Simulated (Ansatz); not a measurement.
# NbInSe3 (model cell, started as cubic perovskite with Nb in the octahedra): following an unstable mode, part 2 of 2

Which phase does NbInSe3 (model cell, started as cubic perovskite with Nb in the octahedra) fall into along its unstable mode, and how much energy does it gain?

Ansatz 0.2.0; DFT PBE, scalar-relativistic, plane waves, PAW; PAW set soft_1.

So far, highest frequency on the path or at a solved wavevector (cm⁻¹): step 2 (response at finite wavevector) 270. Also lowest frequency on the path (cm⁻¹): step 2 -139.

The structure was built from a prototype and need not be the compound's stable phase.

**5. Energy along the mode, all amplitudes (two of the runs are shown above)**

An imaginary frequency means negative curvature, so the energy should fall and then rise again as anharmonic terms take over.

This step gave:

- depth at the lowest point sampled: 1.068 meV/atom
- largest atomic shift at that point: 0.08 Å

Table of energy from the parent by largest atomic shift:

| largest atomic shift (Å) | energy from the parent (meV/atom) |
| --- | --- |
| 0.0000 | 0 |
| 0.0400 | -0.862 |
| 0.0800 | -1.07 |
| 0.1400 | 7.48 |

Displacement at unit largest shift by atom:

| atom | x (Å) | y (Å) | z (Å) | size |
| --- | --- | --- | --- | --- |
| In1 | 0.00 | 0.00 | 0.00 | 0.00 |
| In2 | 0.00 | 0.00 | 0.00 | 0.00 |
| Nb3 | 0.00 | 0.00 | 0.00 | 0.00 |
| Nb4 | 0.00 | 0.00 | 0.00 | 0.00 |
| Se5 | 0.00 | 0.00 | 0.50 | 0.50 |
| Se6 | 0.00 | 0.00 | -0.50 | 0.50 |
| Se7 | 0.00 | -1.00 | 0.00 | 1.00 |
| Se8 | 0.00 | 1.00 | 0.00 | 1.00 |
| Se9 | -0.50 | 0.00 | 0.00 | 0.50 |
| Se10 | 0.50 | 0.00 | 0.00 | 0.50 |

The lowest of the steps tried is at 0.08 Å, 1.07 meV/atom below the parent; the bottom of the well need not coincide with a step.

**6. Relaxing from the distorted cell**

Starting from the lowest point found, all atoms and the cell are let go, so that strain and other modes of the same symmetry can join in.

The input, input.yaml:

```yaml
crystal:
  lattice:
    - [5.1035173521, 5.1035173521, 0.0]
    - [5.1035173521, 0.0, 5.1035173521]
    - [5.1035173521, 0.0, -5.1035173521]
  atoms:
    - { symbol: In, position: [0.0, 0.5, 0.5] }
    - { symbol: In, position: [0.0, 0.0, 0.0] }
    - { symbol: Nb, position: [0.5, 0.25, 0.75] }
    - { symbol: Nb, position: [0.5, 0.75, 0.25] }
    - { symbol: Se, position: [0.5, 0.5039188659, 0.4960811341] }
    - { symbol: Se, position: [0.5, -0.0039188659, 0.0039188659] }
    - { symbol: Se, position: [-0.0156754635, 0.0078377318, 0.5078377318] }
    - { symbol: Se, position: [0.0156754635, 0.4921622682, -0.0078377318] }
    - { symbol: Se, position: [0.5, -0.0039188659, 0.4960811341] }
    - { symbol: Se, position: [0.5, 0.5039188659, 0.0039188659] }
kpoints:
  mp_grid: { grid: [8, 8, 8] }
hamiltonian:
  xc: pbe
  pseudopotentials: { kind: paw, azcp: { folder: soft_1 } }
scf:
  occupations: { method: methfessel_paxton, width: 0.2 }
output:
  forces: true
  stress: true
  eigenvalues: true
relax:
  adjacent_minimum: "off"
  f_tol: 0.002
  max_steps: 120
  cell: { stress_tol: 0.03 }
```

Started as:

```bash
$ ansatz run input.yaml --threads 4 --pin off --max-ram 16384MiB --backend cpu --events-out ev --progress --plain --runs-dir out
```

Numbers of over 12 decimals in the logs are rounded to 6 here.

Output:

```text
[...]
Crystal: 10 atoms, lattice volume = 265.851 Å³
Basis set: ecut = 420 eV, 5065 PW (Γ), exchange–correlation on 100×100×100 points (8 copies of the dense FFT grid, shifted against one another)
Bands: 89, of which v1, the nominal top of the filled ones, is band 74 counted from 1 (73 counted from 0)
Symmetry: 16 space group operations
[...]
k-points: 59 of 512
[...]
SCF iter   1: F=—  HF=-53119.904836 eV  |F-HF|=—  |Δ(HF+E_count)|=         —  Δρ=3.41e-2  dr2=2.69e0  ethr=3.10e-3  ⟨swp⟩=6.1  Hψ=18042  notcnv=0
[...]
SCF iter  10: F=-53118.869644 eV  HF=-53118.869644 eV  |F-HF|=8.84e-8  |Δ(HF+E_count)|=   2.69e-8  S|Δr|=    0.00e0  Δρ=3.78e-6  dr2=7.30e-8  ethr=6.76e-11  ⟨swp⟩=9.9  Hψ=23920  notcnv=0
SCF 1 converged in 10 iterations: F = -53118.869644 eV  dr2 = 7.30e-8
[...]
relax step   1: F+E_penalty+E_count = -53118.86964382 eV  Δ(F+E_penalty+E_count) = +0.000e0 eV  max|allowed force component| = 1.370e-1 eV/Å  Δτ_max = 0.0000 Å  P = +0.219 GPa  Ω = 265.851 Å³  (10 SCF iters, dr2 threshold 1.00e-7 eV, accepted)
Crystal: 10 atoms, lattice volume = 266.759 Å³
Basis set: ecut = 420 eV, 5169 PW (Γ), exchange–correlation on 100×100×100 points (8 copies of the dense FFT grid, shifted against one another)
[...]
SCF iter   6: F=-53118.872849 eV  HF=-53118.872850 eV  |F-HF|=6.47e-7  |Δ(HF+E_count)|=   2.34e-7  S|Δr|=    0.00e0  Δρ=1.07e-5  dr2=7.02e-7  ethr=6.76e-10  ⟨swp⟩=3.7  Hψ=20821  notcnv=0
SCF 2 converged in 6 iterations: F = -53118.872849 eV  dr2 = 7.02e-7
relax step   2: F+E_penalty+E_count = -53118.87284929 eV  Δ(F+E_penalty+E_count) = -3.205e-3 eV  max|allowed force component| = 2.558e-2 eV/Å  Δτ_max = 0.0118 Å  P = -0.084 GPa  Ω = 266.759 Å³  energy of the carried Pulay correction = -8.787e-5 eV  (6 SCF iters, dr2 threshold 1.00e-6 eV, accepted)
Crystal: 10 atoms, lattice volume = 266.308 Å³
Basis set: ecut = 420 eV, 5129 PW (Γ), exchange–correlation on 100×100×100 points (8 copies of the dense FFT grid, shifted against one another)
[...]
SCF iter   7: F=-53118.873243 eV  HF=-53118.873243 eV  |F-HF|=5.54e-9  |Δ(HF+E_count)|=   1.84e-8  S|Δr|=    0.00e0  Δρ=9.52e-7  dr2=6.24e-9  ethr=2.76e-11  ⟨swp⟩=4.1  Hψ=15568  notcnv=0
SCF 3 converged in 7 iterations: F = -53118.873243 eV  dr2 = 6.24e-9
[...]
relax step   3: F+E_penalty+E_count = -53118.87324275 eV  Δ(F+E_penalty+E_count) = -3.935e-4 eV  max|allowed force component| = 1.054e-2 eV/Å  Δτ_max = 0.0040 Å  P = -0.001 GPa  Ω = 266.308 Å³  energy of the carried Pulay correction = -4.421e-5 eV  (7 SCF iters, dr2 threshold 4.09e-8 eV, accepted)
[...]
relax step   4: F+E_penalty+E_count = -53118.87325835 eV  Δ(F+E_penalty+E_count) = -1.561e-5 eV  max|allowed force component| = 7.385e-3 eV/Å  Δτ_max = 0.0018 Å  P = +0.005 GPa  Ω = 266.254 Å³  energy of the carried Pulay correction = -3.904e-5 eV  (7 SCF iters, dr2 threshold 6.94e-9 eV, accepted)
[...]
relax step   5: F+E_penalty+E_count = -53118.87326415 eV  Δ(F+E_penalty+E_count) = -5.796e-6 eV  max|allowed force component| = 1.898e-3 eV/Å  Δτ_max = 0.0006 Å  P = +0.001 GPa  Ω = 266.264 Å³  energy of the carried Pulay correction = -3.994e-5 eV  (7 SCF iters, dr2 threshold 3.41e-9 eV, accepted)
[...]
SCF iter   7: F=-53118.873301 eV  HF=-53118.873301 eV  |F-HF|=7.28e-12  |Δ(HF+E_count)|=  8.95e-10  S|Δr|=    0.00e0  Δρ=6.07e-8  dr2=1.08e-11  ethr=1.00e-12  ⟨swp⟩=3.2  Hψ=19404  notcnv=0
SCF 6 converged in 7 iterations: F = -53118.873301 eV  dr2 = 1.08e-11
relax step   6: F+E_penalty+E_count = -53118.87330062 eV  Δ(F+E_penalty+E_count) = -3.647e-5 eV  max|allowed force component| = 1.903e-3 eV/Å  Δτ_max = 0.0000 Å  P = +0.001 GPa  Ω = 266.264 Å³  stress off target by 9.48e-4 GPa  SCF on the basis re-selected at this cell (its energy is not comparable with the rows above)  (7 SCF iters)
basis re-selected at this cell: Δ(F+E_penalty+E_count) = -3.647e-5 eV, ΔP = -0.000 GPa vs the last step (what re-selecting the basis moved, of the pressure what is left beyond the Pulay correction that the steps carried, after the strain that the cell walked since its last selection, with what the two solves' SCF thresholds leave and, on support functions, any second-order correction that the steps lacked; it is no m [...]
SCF converged after 7 iterations
[...]
Free energy (F): -53118.873301 eV
[...]
Internal energy: -53118.890773 eV  (E = F + TS)
E sigma→0 (E₀):  -53118.877669 eV
Entropy (-TS):   0.017472 eV (1.747 meV/atom)
Fermi energy:    8.158747 eV
[...]
--- Forces (eV/Å), atoms counted from 1 ---
  atom   1  In     0.00000000    -0.00000000    -0.00000000
  atom   2  In    -0.00000000     0.00000000     0.00000000
  atom   3  Nb    -0.00000000    -0.00000000     0.00000000
  atom   4  Nb    -0.00000000     0.00000000     0.00000000
  atom   5  Se     0.00000000    -0.00000000     0.00190267
  atom   6  Se     0.00000000     0.00000000    -0.00190267
  atom   7  Se     0.00000000     0.00041644     0.00000000
  atom   8  Se     0.00000000    -0.00041644    -0.00000000
  atom   9  Se    -0.00190267     0.00000000    -0.00000000
  atom  10  Se     0.00190267    -0.00000000     0.00000000
  max |Σ_I F_I| component: 2.17e-19 eV/Å
--- Stress (GPa, compression-positive) ---
        0.000948      -0.000000       0.000000
       -0.000000       0.000101       0.000000
        0.000000       0.000000       0.000948
  P = ⅓ Tr σ = 0.0007 GPa (0.007 kbar)
--- Band table (eV; the first three rows and the last of 59) ---
  k-point 0: bands = [... 70 lower, 7.4355, 7.5188, 7.5203, 7.5203, 8.3827, 8.4196, 8.4196, 9.1832, ... 11 higher]
  k-point 1: bands = [... 70 lower, 7.2991, 7.7792, 7.8058, 7.8957, 8.2731, 8.3276, 8.3617, 9.4060, ... 11 higher]
  k-point 2: bands = [... 70 lower, 7.1656, 7.8852, 7.9108, 8.0721, 8.3150, 8.3853, 8.4491, 9.2219, ... 11 higher]
  k-point 58: bands = [... 70 lower, 7.4728, 7.4896, 7.4896, 7.8536, 8.3682, 9.2173, 9.6244, 9.6244, ... 11 higher]
--- Relaxed structure (5 steps of the walk, 5 accepted, 1 SCFs on fresh bases) ---
  F+E_penalty+E_count = -53118.87330062 eV   max|allowed force component| = 1.903e-3 eV/Å   (the final SCF, on the basis selected at the relaxed cell)
  cell:  # Å, volume = 266.2637 Å³
    - [5.103515, 5.111438, 0]
    - [5.103515, 0.0, 5.103515]
    - [5.103515, 0.0, -5.103515]
  atoms:
    - { symbol: In, position: [0, 0.5, 0.5] }
    - { symbol: In, position: [0, 0, 0] }
    - { symbol: Nb, position: [0.500000, 0.250000, 0.750000] }
    - { symbol: Nb, position: [0.500000, 0.750000, 0.250000] }
    - { symbol: Se, position: [0.500000, 0.503036, 0.496964] }
    - { symbol: Se, position: [0.500000, -0.00303592, 0.00303592] }
    - { symbol: Se, position: [-0.012217, 0.00610862, 0.506109] }
    - { symbol: Se, position: [0.012217, 0.493891, -0.00610862] }
    - { symbol: Se, position: [0.500000, -0.00303592, 0.496964] }
    - { symbol: Se, position: [0.500000, 0.503036, 0.00303592] }
```

It took 2.2 min on 4 threads of Arm Neoverse V2, shared host; peak memory 1.5 GiB.

Relaxation path:

| step | energy less that of the first step (eV) | largest force component (eV/Å) | pressure (GPa) | volume (Å³) |
| --- | --- | --- | --- | --- |
| 1 | 0.0000 | 0.1370 | 0.22 | 265.85 |
| 2 | -0.0032 | 0.0256 | -0.08 | 266.76 |
| 3 | -0.0036 | 0.0105 | 0.00 | 266.31 |
| 4 | -0.0036 | 0.0074 | 0.00 | 266.25 |
| 5 | -0.0036 | 0.0019 | 0.00 | 266.26 |
| 6* | -0.0037 | 0.0019 | 0.00 | 266.26 |

Relaxation steps marked * repeat the geometry before them on a plane-wave basis chosen anew for their cell, so energy and pressure can jump there.

Forces are held to the 16 operations that the run works with; a distortion that breaks them can't arise in this run.

| conventional cell, symmetrised | before | after | change |
| --- | --- | --- | --- |
| a (Å) | 7.217 | 7.217 | -0.0 % |
| b (Å) | 7.217 | 7.217 | -0.0 % |
| c (Å) | 10.207 | 10.223 | +0.2 % |
| volume (Å³/atom) | 26.59 | 26.63 | +0.2 % |

The atoms that moved most (Å, as changes of fractional coordinates times the final cell):

| atom | dx | dy | dz | length |
| --- | --- | --- | --- | --- |
| Se7 | 0.000 | 0.018 | 0.000 | 0.018 |
| Se8 | 0.000 | -0.018 | 0.000 | 0.018 |
| Se6 | 0.000 | 0.000 | 0.009 | 0.009 |
| Se5 | 0.000 | 0.000 | -0.009 | 0.009 |
| Se9 | 0.009 | 0.000 | 0.000 | 0.009 |
| Se10 | -0.009 | 0.000 | 0.000 | 0.009 |

Numbers from this step:

```
pressure        : 6.66e-4 GPa
volume per atom : 26.63 Å³
```

The distorted start has space group I4/mmm; the relaxation ends in I4/mmm.

**7. The new phase in its own primitive cell**

The relaxed structure is symmetrised, reduced to its primitive cell and relaxed tightly, as its phonons need.

input.yaml, the sections that differ from step 6:

```yaml
crystal:
  lattice:
    - [-3.6087302186, 3.6087302186, 5.111437652]
    - [3.6087302186, -3.6087302186, 5.111437652]
    - [3.6087302186, 3.6087302186, -5.111437652]
  atoms:
    - { symbol: In, position: [0.25, 0.75, 0.5] }
    - { symbol: In, position: [0.75, 0.25, 0.5] }
    - { symbol: Nb, position: [0.0, 0.0, 0.0] }
    - { symbol: Nb, position: [0.5, 0.5, 0.0] }
    - { symbol: Se, position: [0.2530359191, 0.7469640809, 0.0] }
    - { symbol: Se, position: [0.7469640809, 0.2530359191, 0.0] }
    - { symbol: Se, position: [0.2438913826, 0.2438913826, 0.0] }
    - { symbol: Se, position: [0.7561086174, 0.7561086174, 0.0] }
    - { symbol: Se, position: [0.2530359191, 0.2530359191, 0.5060718383] }
    - { symbol: Se, position: [0.7469640809, 0.7469640809, 0.4939281617] }
relax:
  adjacent_minimum: "off"
  f_tol: 0.001
  max_steps: 60
  cell: { stress_tol: 0.01 }
# kpoints, hamiltonian, scf, output: as in step 6
```

Output:

```text
[...]
Crystal: 10 atoms, lattice volume = 266.264 Å³
Basis set: ecut = 420 eV, 5129 PW (Γ), exchange–correlation on 100×100×100 points (8 copies of the dense FFT grid, shifted against one another)
Bands: 89, of which v1, the nominal top of the filled ones, is band 74 counted from 1 (73 counted from 0)
Symmetry: 16 space group operations
[...]
k-points: 59 of 512
[...]
- { symbol: In, position: [0.75, 0.25, 0.5] }
    - { symbol: Nb, position: [0, 0, 0] }
    - { symbol: Nb, position: [0.5, 0.5, 0] }
    - { symbol: Se, position: [0.253048, 0.746952, 0.0] }
    - { symbol: Se, position: [0.746952, 0.253048, 0.0] }
    - { symbol: Se, position: [0.243890, 0.243890, 0] }
    - { symbol: Se, position: [0.756110, 0.756110, 0] }
    - { symbol: Se, position: [0.253048, 0.253048, 0.506096] }
    - { symbol: Se, position: [0.746952, 0.746952, 0.493904] }
[key lines of the parts left out:]
SCF converged after 6 iterations
Free energy (F): -53118.873301 eV
Fermi energy:    8.158488 eV
P = ⅓ Tr σ = -0.0001 GPa (-0.001 kbar)
```

The job ended after 82 s (4 threads; peak memory 1.5 GiB).

Little changed from the start: no atom moved by 0.005 Å and no cell edge by 0.1 %.

Numbers from this step:

```
pressure : -1.13e-4 GPa
```

The largest force component left is 0.73 meV/Å and the pressure is 0.000 GPa, within the tolerances set. The cell now holds 26.63 Å³/atom.

**8. Modes of the new phase**

A relaxed structure may still be a saddle point, so its zone-centre modes are computed. No field response is asked, since the mesh shows no gap.

The input, input.yaml:

```yaml
crystal:
  lattice:
    - [-3.608769238, 3.608769238, 5.1114312315]
    - [3.608769238, -3.608769238, 5.1114312315]
    - [3.608769238, 3.608769238, -5.1114312315]
  atoms:
    - { symbol: In, position: [0.25, 0.75, 0.5] }
    - { symbol: In, position: [0.75, 0.25, 0.5] }
    - { symbol: Nb, position: [0.0, 0.0, 0.0] }
    - { symbol: Nb, position: [0.5, 0.5, 0.0] }
    - { symbol: Se, position: [0.2530480707, 0.7469519293, 0.0] }
    - { symbol: Se, position: [0.7469519293, 0.2530480707, 0.0] }
    - { symbol: Se, position: [0.2438895092, 0.2438895092, 0.0] }
    - { symbol: Se, position: [0.7561104908, 0.7561104908, 0.0] }
    - { symbol: Se, position: [0.2530480707, 0.2530480707, 0.5060961413] }
    - { symbol: Se, position: [0.7469519293, 0.7469519293, 0.4939038587] }
kpoints:
  mp_grid: { grid: [8, 8, 8] }
hamiltonian:
  xc: pbe
  pseudopotentials: { kind: paw, azcp: { folder: soft_1 } }
scf:
  occupations: { method: methfessel_paxton, width: 0.2 }
output:
  eigenvalues: true
phonons:
  method: dfpt
```

Output:

```text
Engine: ansatz 0.2.0, aarch64-unknown-linux-gnu
Pseudopotentials: kind: paw
Pseudopotential: In, paw, valence charge 13, recommended cutoff 420 eV (normal), soft_1/In.paw.azcp
Pseudopotential: Nb, paw, valence charge 13, recommended cutoff 420 eV (normal), soft_1/Nb.paw.azcp
Pseudopotential: Se, paw, valence charge 16, recommended cutoff 420 eV (normal), soft_1/Se.paw.azcp
Functional definition: PBE
  parameter kappa = 0.804
  parameter beta = 0.066725
  exchange = pbe_x(kappa = kappa, mu = beta*pi^2/3)
  correlation = pbe_c(beta = beta)
Crystal: 10 atoms, lattice volume = 266.269 Å³
Basis set: ecut = 420 eV, 5129 PW (Γ), exchange–correlation on 100×100×100 points (8 copies of the dense FFT grid, shifted against one another)
Bands: 89, of which v1, the nominal top of the filled ones, is band 74 counted from 1 (73 counted from 0)
Symmetry: 16 space group operations
k-points: 260 of 512 (irreducible under 1 space group operation, time reversal used)
Non-local potential: In, projectors of the file, l = 0: 2, l = 1: 2, l = 2: 2, l = 3: 1
Non-local potential: Nb, projectors of the file, l = 0: 3, l = 1: 2, l = 2: 2, l = 3: 1
Non-local potential: Se, projectors of the file, l = 0: 2, l = 1: 2, l = 2: 3, l = 3: 1
PAW form: soft (Blöchl's): semilocal exchange-correlation on the pseudo side does not see the compensation charge
PAW one-centre angular grid: In, 590 points (default); XC on 64 Gauss nodes
PAW one-centre angular grid: Nb, 590 points (default); XC on 64 Gauss nodes
PAW one-centre angular grid: Se, 590 points (default); XC on 64 Gauss nodes
Initial density: superposition of atomic densities (chi_scale 0.1, normalization cell, long waves kept (reshape's long-wave potential 0.00 eV rms))
Initial wavefunctions: pseudopotential atomic-orbital guess
Functional: x = pbe(κ = 0.804, μ = 0.219515), c = pbe(β = 0.066725)
SCF iter   1: F=—  HF=-53119.896879 eV  |F-HF|=—  |Δ(HF+E_count)|=         —  Δρ=3.40e-2  dr2=2.66e0  ethr=3.10e-3  ⟨swp⟩=6.1  Hψ=78425  notcnv=0
preconditioner: auto → Kerker (q_TF=auto, 2.474 Å⁻¹)  [metal: Δε(μ)=0.016 eV  Ē_g=10.333 eV  σ=0.200 eV  W_gap=0.07  n_scr=64 (ndim 8)  ℏωp=19.3 eV  f_vac=0.007  D(μ)=2.48/eV (n_scr^D=14)]
SCF iter   2: F=—  HF=-53119.189956 eV  |F-HF|=—  |Δ(HF+E_count)|=   7.07e-1  S|Δr|=    0.00e0  Δρ=1.97e-2  dr2=8.74e-1  ethr=1.80e-3  ⟨swp⟩=2.0  Hψ=38243  notcnv=0  defer=1685
SCF iter   3: F=—  HF=-53118.879506 eV  |F-HF|=—  |Δ(HF+E_count)|=   3.10e-1  S|Δr|=    0.00e0  Δρ=4.21e-3  dr2=5.35e-2  ethr=5.91e-4  ⟨swp⟩=2.0  Hψ=33030  notcnv=0  defer=1685
SCF iter   4: F=—  HF=-53118.871997 eV  |F-HF|=—  |Δ(HF+E_count)|=   7.51e-3  S|Δr|=    0.00e0  Δρ=1.68e-3  dr2=1.20e-2  ethr=3.61e-5  ⟨swp⟩=2.0  Hψ=40189  notcnv=0  defer=1685
SCF iter   5: F=—  HF=-53118.872254 eV  |F-HF|=—  |Δ(HF+E_count)|=   2.56e-4  S|Δr|=    0.00e0  Δρ=6.80e-4  dr2=2.13e-3  ethr=8.14e-6  ⟨swp⟩=2.0  Hψ=37532  notcnv=0  defer=1685
SCF iter   6: F=—  HF=-53118.873075 eV  |F-HF|=—  |Δ(HF+E_count)|=   8.21e-4  S|Δr|=    0.00e0  Δρ=2.87e-4  dr2=5.50e-4  ethr=1.44e-6  ⟨swp⟩=2.2  Hψ=29620  notcnv=0  defer=1685
SCF iter   7: F=—  HF=-53118.873406 eV  |F-HF|=—  |Δ(HF+E_count)|=   3.31e-4  S|Δr|=    0.00e0  Δρ=7.91e-5  dr2=3.67e-5  ethr=3.72e-7  ⟨swp⟩=2.0  Hψ=30830  notcnv=0  defer=1685
SCF iter   8: F=—  HF=-53118.873416 eV  |F-HF|=—  |Δ(HF+E_count)|=   1.06e-5  S|Δr|=    0.00e0  Δρ=2.60e-5  dr2=3.90e-6  ethr=2.48e-8  ⟨swp⟩=2.0  Hψ=40182  notcnv=0  defer=1685
SCF iter   9: F=—  HF=-53118.873301 eV  |F-HF|=—  |Δ(HF+E_count)|=   1.16e-4  S|Δr|=    0.00e0  Δρ=9.48e-6  dr2=4.07e-7  ethr=2.63e-9  ⟨swp⟩=2.0  Hψ=41885  notcnv=0  defer=1685
SCF iter  10: F=—  HF=-53118.873301 eV  |F-HF|=—  |Δ(HF+E_count)|=   5.82e-8  S|Δr|=    0.00e0  Δρ=4.22e-6  dr2=9.04e-8  ethr=2.75e-10  ⟨swp⟩=2.0  Hψ=40184  notcnv=0  defer=1685
SCF iter  11: F=—  HF=-53118.873301 eV  |F-HF|=—  |Δ(HF+E_count)|=   5.03e-8  S|Δr|=    0.00e0  Δρ=1.41e-6  dr2=1.18e-8  ethr=6.11e-11  ⟨swp⟩=2.0  Hψ=40185  notcnv=0  defer=1685
SCF iter  12: F=—  HF=-53118.873301 eV  |F-HF|=—  |Δ(HF+E_count)|=   1.24e-9  S|Δr|=    0.00e0  Δρ=8.59e-7  dr2=2.68e-9  ethr=7.95e-12  ⟨swp⟩=2.0  Hψ=40192  notcnv=0  defer=1685
SCF iter  13: F=—  HF=-53118.873301 eV  |F-HF|=—  |Δ(HF+E_count)|=   2.23e-9  S|Δr|=    0.00e0  Δρ=3.23e-7  dr2=4.36e-10  ethr=1.81e-12  ⟨swp⟩=3.0  Hψ=42807  notcnv=0  defer=1685
SCF iter  14: F=—  HF=-53118.873301 eV  |F-HF|=—  |Δ(HF+E_count)|=  3.27e-10  S|Δr|=    0.00e0  Δρ=1.42e-7  dr2=4.19e-11  ethr=1.00e-12  ⟨swp⟩=2.4  Hψ=34720  notcnv=0  defer=1685
SCF iter  15: F=-53118.873301 eV  HF=-53118.873301 eV  |F-HF|=2.18e-11  |Δ(HF+E_count)|=  1.46e-11  S|Δr|=    0.00e0  Δρ=4.87e-8  dr2=8.90e-12  ethr=1.00e-12  ⟨swp⟩=11.2  Hψ=124016  notcnv=0
SCF 1 converged in 15 iterations: F = -53118.873301 eV  dr2 = 8.90e-12
[...]
DFPT response loops at Γ: preconditioner auto → Kerker (q_TF=auto, 2.474 Å⁻¹) (partly filled bands, converged f_vac=0.027); β = 1.00, the filter's whole step (`scf.mixing.beta` (0.50) is not read by the response loops under this deck's `scf.mixing.preconditioner`; to damp them name `kerker` or `kerker_dos`, under which they read `scf.mixing.beta`, and type it under 1.00, their step now; both keys bind the ground state too); Broyden in place of MSR1
the response loops of the zone centre start from zero, take more passes and end by a threshold: the memory limit or budget leaves too little room for the subspace of the ground state's own states beside the solves, or none could be made (phonons.method)
```

Run time: 64 min. Hardware: 4 threads; peak memory 13 GiB.

The run was cut off at the time limit after its SCF cycle had converged; no result of it is taken.

The program's message: “Warning:”

**9. Results**

```
unstable mode of the parent                                                      : q = (-0.5, -0.5, -0.5), 139i cm⁻¹
depth at the lowest point sampled                                                : 1.07 meV/atom
largest atomic shift at that point                                               : 0.08 Å
space group reached (within 0.01 Å)                                              : I4/mmm
energy gained over the parent (first relaxation, on the mesh of the frozen mode) : 1.36 meV/atom
volume per atom, phase reached                                                   : 26.6 Å³
```

In words: Along this mode the structure falls into I4/mmm, 1.36 meV/atom below the parent. At the parent's cell the well is 1.068 meV/atom deep on the steps tried, with its lowest point at a shift of 0.08 Å. Relaxing atoms and cell changes the gain by +0.29 meV/atom against the lowest step (energies at zero smearing). The modes of the phase reached were not computed on this path. Of the 4 patterns followed to their end from this parent, this one ends 74.1 meV/atom above the lowest, P4/mbm. Another end point lies within 1 meV/atom; how such a difference moves with mesh and cutoff was not tested. Each path keeps the symmetry of its pattern, so a lower phase may lie along a pattern not tried. With no gap, or one that is small against the smearing, the frequencies hang on the k mesh and the smearing, most of all near Kohn anomalies. The starting cell was built on a prototype and not taken from a measurement, so the phase need not exist.

[Logs are printed without paths, hosts, clocks, repeated set-up lines and the standing remarks that a program may print on its own settings, such as how far it seeks lower states.]

[Hosts, paths, dates, database ids (printed as entryN), source tags and the programs' standing remarks are cut or masked in the printed files.]
